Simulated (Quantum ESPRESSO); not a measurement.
# Optical response of LiH, part 3 of 3

Aim: the dielectric function of LiH, and the optical constants that follow from it. The cell comes from an older database entry, whose edges can differ from later determinations, mostly by under a per cent.

Quantum ESPRESSO 7.5; DFT, PBE, plane waves with norm-conserving potentials (PseudoDojo), scalar-relativistic, independent-particle optical response without local fields and without the non-local commutator.

So far. Step 2 (Ground state): There is a gap, 3.30 eV on this mesh (points off the mesh can give less), so no carriers' term is needed.

The database entry behind the starting cell differs from later determinations by our own check (the deuteride, about 0.2 % short), so it need not match the best structure at ambient conditions.

## 5. Dielectric function

The spectrum is a sum over vertical transitions between filled and empty bands at the fixed density, so many empty bands are needed.

This step: DFT, PBE, plane waves with norm-conserving potentials (PseudoDojo), scalar-relativistic, independent-particle optical response without local fields and without the non-local commutator (Quantum ESPRESSO 7.5).

Input file epsilon.in:

```
&inputpp
  prefix = 'x'
  outdir = './tmp'
  calculation = 'eps'
/
&energy_grid
  smeartype = 'gauss'
  intersmear = 0.2
  wmin = 0.0
  wmax = 22
  nw = 500
/
```

Run with:

```bash
$ mpirun -n 4 epsilon.x -nk 4 -in epsilon.in
```

Log:

```text
[banner, memory and clock lines left out]

     Broadcasting variables...

     IMPORTANT: XC functional enforced from input :
     Exchange-correlation= PBE
                           (   1   4   3   4   0   0   0)
     Any further DFT definition will be discarded

     G-vector sticks info

     Fermi energy [eV] is:  0.37212
     The system is a dielectric...
     metallic system: redefining wmin =     0.000000

     Performing eps calculation...

     xx,yy,zz plasmon frequences [eV] are:    12.197689470   12.197689438   12.197689481
```

It took 1.4 s on 4 MPI ranks of Arm Neoverse V2, shared host; peak memory 0.05 GiB; 5.3 s of CPU time.

Numbers from this step:

```
electronic dielectric constant ε∞, mean over x, y and z (by symmetry where fewer were run) : 4.328
main peak of Im epsilon, first axis                                                        : 6.389 eV
centre of weight of the strongest loss peak in the window                                  : 14.96 eV
```

Some rows of epsi_x.dat:

```text
# energy grid [eV]     epsi_x  epsi_y  epsi_z
#
    0.176352705    0.004362926    0.004362926    0.004362926
    1.234468938    0.036394184    0.036394183    0.036394184
    2.292585170    0.126873156    0.126873156    0.126873156
    3.350701403    1.780312353    1.780312353    1.780312354
    4.408817635    4.728104187    4.728104186    4.728104187
    5.466933868    3.304333942    3.304333941    3.304333942
    6.525050100    5.184718551    5.184718550    5.184718551
    7.583166333    4.086835207    4.086835205    4.086835207
    8.641282565    2.248067529    2.248067528    2.248067530
    9.699398798    1.781978829    1.781978827    1.781978830
   10.757515030    0.936670724    0.936670722    0.936670725
   11.815631263    0.975510847    0.975510844    0.975510848
   12.873747495    0.996056881    0.996056877    0.996056882
   13.931863727    0.357203895    0.357203891    0.357203897
   14.989979960    0.294510774    0.294510769    0.294510776
   16.048096192    0.216729236    0.216729231    0.216729238
   17.106212425    0.203643845    0.203643839    0.203643847
   18.164328657    0.149762912    0.149762905    0.149762914
   19.222444890    0.122768943    0.122768935    0.122768946
   20.280561122    0.078520669    0.078520661    0.078520672
   21.338677355    0.059648282    0.059648273    0.059648286
```

The Im ε, any direction has structure finer than the step of the table below, so its rows give means over 0.5 eV, whole bins alone (the curve runs from 0 to 22 eV). Peaks (eV: height): 3.53: 4.78, 4.36: 5.08, 5.20: 6.10, 6.13: 6.55, 6.39: 7.49, 7.05: 7.17, 8.02: 5.29.

Values under the direct gap are tails of Lorentzian lines. Table of Im ε, any direction by photon energy; means over each step:

| photon energy (eV) | Im ε, any direction |
| --- | --- |
| 0.5 | 0.0128 |
| 1.0 | 0.0279 |
| 1.5 | 0.0493 |
| 2.0 | 0.0876 |
| 2.5 | 0.195 |
| 3.0 | 1.31 |
| 3.5 | 3.32 |
| 4.0 | 4.00 |
| 4.5 | 3.24 |
| 5.0 | 5.02 |
| 5.5 | 3.74 |
| 6.0 | 5.09 |
| 6.5 | 5.82 |
| 7.0 | 6.44 |
| 7.5 | 4.42 |
| 8.0 | 4.42 |
| 8.5 | 2.58 |
| 9.0 | 1.97 |
| 9.5 | 1.91 |
| 10.0 | 1.12 |
| 10.5 | 0.920 |
| 11.0 | 1.25 |
| 11.5 | 1.01 |
| 12.0 | 0.986 |
| 12.5 | 0.726 |
| 13.0 | 0.755 |
| 13.5 | 0.543 |
| 14.0 | 0.412 |
| 14.5 | 0.397 |
| 15.0 | 0.324 |
| 15.5 | 0.282 |
| 16.0 | 0.218 |
| 16.5 | 0.197 |
| 17.0 | 0.210 |
| 17.5 | 0.163 |
| 18.0 | 0.157 |
| 18.5 | 0.128 |
| 19.0 | 0.129 |
| 19.5 | 0.0899 |
| 20.0 | 0.0889 |
| 20.5 | 0.0782 |
| 21.0 | 0.0813 |
| 21.5 | 0.0657 |

Re ε, any direction against photon energy:

photon energy (eV), Re ε, any direction and a bar from the least value:
```
        0       4.33 ####################
        1       4.46 ####################
        2       4.97 ######################
        3       7.26 ##############################
        4       4.81 #####################
        5       4.61 #####################
        6       4.70 #####################
        7       1.73 ###########
        8      -1.00 #
        9      -0.90 #
       10      -1.26 
       11      -0.23 ####
       12      -0.33 ###
       13      -0.34 ###
       14      -0.01 ####
       15       0.09 #####
       16       0.26 #####
       17       0.37 ######
       18       0.44 ######
       19       0.48 ######
       20       0.55 ######
       21       0.60 #######
       22       0.65 #######
```

The reflectivity at normal incidence, any direction has structure finer than the step of the table below, so its rows give means over 0.5 eV, whole bins alone (the curve runs from 0 to 22 eV). Peaks (eV: height): 6.44: 32.9, 7.32: 45.0, 8.16: 48.4, 10.05: 51.8, 12.34: 31.5, 13.01: 31.3, 13.89: 31.0.

Table of reflectivity at normal incidence, any direction by photon energy; means over each step:

| photon energy (eV) | reflectivity at normal incidence, any direction (%) |
| --- | --- |
| 0.5 | 12.4 |
| 1.0 | 12.8 |
| 1.5 | 13.4 |
| 2.0 | 14.5 |
| 2.5 | 16.5 |
| 3.0 | 20.2 |
| 3.5 | 23.0 |
| 4.0 | 21.7 |
| 4.5 | 18.3 |
| 5.0 | 24.9 |
| 5.5 | 19.3 |
| 6.0 | 24.4 |
| 6.5 | 28.1 |
| 7.0 | 32.1 |
| 7.5 | 34.9 |
| 8.0 | 38.3 |
| 8.5 | 41.0 |
| 9.0 | 35.6 |
| 9.5 | 34.6 |
| 10.0 | 42.8 |
| 10.5 | 26.6 |
| 11.0 | 21.9 |
| 11.5 | 24.0 |
| 12.0 | 24.2 |
| 12.5 | 24.3 |
| 13.0 | 26.5 |
| 13.5 | 25.0 |
| 14.0 | 24.2 |
| 14.5 | 18.8 |
| 15.0 | 18.1 |
| 15.5 | 16.0 |
| 16.0 | 10.3 |
| 16.5 | 7.69 |
| 17.0 | 6.59 |
| 17.5 | 6.29 |
| 18.0 | 4.54 |
| 18.5 | 3.61 |
| 19.0 | 3.44 |
| 19.5 | 2.76 |
| 20.0 | 2.24 |
| 20.5 | 1.80 |
| 21.0 | 1.59 |
| 21.5 | 1.24 |

The loss function −Im 1/ε at q → 0, any direction has structure finer than the step of the table below, so its rows give means over 0.5 eV, whole bins alone (the curve runs from 0 to 22 eV). Peaks (eV: height): 10.67: 1.21, 14.02: 3.04, 14.99: 3.17, 15.61: 4.13.

Values under the direct gap are tails of Lorentzian lines. Table of loss function −Im 1/ε at q → 0, any direction by energy loss; means over each step:

```
energy loss (eV)  loss function −Im 1/ε at q → 0, any direction
             0.5                                         6.7e-4
             1.0                                        0.00140
             1.5                                        0.00227
             2.0                                        0.00351
             2.5                                        0.00604
             3.0                                         0.0277
             3.5                                         0.0606
             4.0                                         0.0950
             4.5                                          0.129
             5.0                                          0.102
             5.5                                          0.171
             6.0                                          0.115
             6.5                                          0.155
             7.0                                          0.147
             7.5                                          0.219
             8.0                                          0.200
             8.5                                          0.283
             9.0                                          0.397
             9.5                                          0.414
            10.0                                          0.535
            10.5                                          0.968
            11.0                                          0.765
            11.5                                          0.931
            12.0                                          0.946
            12.5                                           1.28
            13.0                                           1.22
            13.5                                           1.75
            14.0                                           2.36
            14.5                                           2.46
            15.0                                           2.82
            15.5                                           2.75
            16.0                                           1.94
            16.5                                           1.39
            17.0                                           1.24
            17.5                                           1.03
            18.0                                          0.751
            18.5                                          0.534
            19.0                                          0.523
            19.5                                          0.329
            20.0                                          0.285
            20.5                                          0.222
            21.0                                          0.216
            21.5                                          0.156
```

Refractive index n and extinction k against photon energy:

```csv
photon energy (eV),n,k
0.0,2.08,0
0.5,2.09,0.00303
1.0,2.11,0.00654
1.5,2.16,0.0113
2.0,2.23,0.0192
2.5,2.36,0.0382
3.0,2.70,0.223
3.5,2.80,0.800
4.0,2.33,0.774
4.5,1.74,0.767
5.0,2.43,1.13
5.5,1.85,0.856
6.0,2.42,1.09
6.5,1.81,1.51
7.0,2.10,1.63
7.5,1.30,1.52
8.0,1.46,1.77
8.5,0.809,1.53
9.0,0.764,1.22
9.5,0.720,1.24
10.0,0.450,1.21
10.5,0.597,0.873
11.0,0.804,0.936
11.5,0.612,0.817
12.0,0.593,0.825
12.5,0.548,0.647
13.0,0.467,0.750
13.5,0.465,0.593
14.0,0.396,0.414
14.5,0.468,0.409
15.0,0.443,0.332
15.5,0.449,0.389
16.0,0.549,0.191
16.5,0.598,0.148
17.0,0.625,0.160
17.5,0.632,0.120
18.0,0.679,0.135
18.5,0.694,0.0918
19.0,0.698,0.0875
19.5,0.722,0.0595
20.0,0.742,0.0642
20.5,0.774,0.0542
21.0,0.778,0.0526
21.5,0.798,0.0406
22.0,0.810,0.0384
```

At chosen wavelengths:

```
wavelength (nm)     n      k  R (%)     1/α
           1550  2.10  0.005   12.6   24 µm
           1064  2.12  0.008   12.9   11 µm
            800  2.16  0.012   13.5  5.4 µm
            633  2.22  0.018   14.4  2.7 µm
            405  2.72  0.362   22.2   89 nm
            308  2.34  0.752   20.2   33 nm
            248  2.43  1.130   25.5   17 nm
```

Below the direct gap, k and the depth come from the tails of the Lorentzian lines, not from transitions.

Rows near the edge hang on the gap, which this functional as a rule makes too small, and phonon-assisted absorption is left out.

## 6. Summary of results

| Property | Result |
| --- | --- |
| electronic dielectric constant ε∞, mean over x, y and z (by symmetry where fewer were run) (independent particles) | 4.33 |
| main peak of Im epsilon, first axis | 6.39 eV |
| centre of weight of the strongest loss peak in the window, first axis | 15.0 eV |

In words: At this level (PBE, independent particles) LiH has ε∞ = 4.33 and n = 2.10 at 1550 nm, and Im ε peaks at 6.4 eV. Distinct maxima of Im ε, read by a parabola through the highest points, lie at 5.21 eV (6.1), 6.11 eV (6.6), 6.39 eV (7.5) and 7.06 eV (7.2). Excitons and phonon-assisted transitions are missing, and so are local fields; PBE gaps are as a rule too small, which pulls the onset down and ε∞ up. epsilon.x leaves out the commutator of the non-local potential, so its intensities are off, as a rule too high. The sum runs over mesh points, so small or evenly spaced maxima can still be ripples of the mesh.

[Machine, clock, banner and «Message from routine» lines are left out of the logs.]

[Logs are printed without paths, hosts, clocks, repeated set-up lines and the standing remarks that a program may print on its own settings, such as how far it seeks lower states.]

[Hosts, paths, dates, database ids (printed as entryN), source tags and the programs' standing remarks are cut or masked in the printed files.]
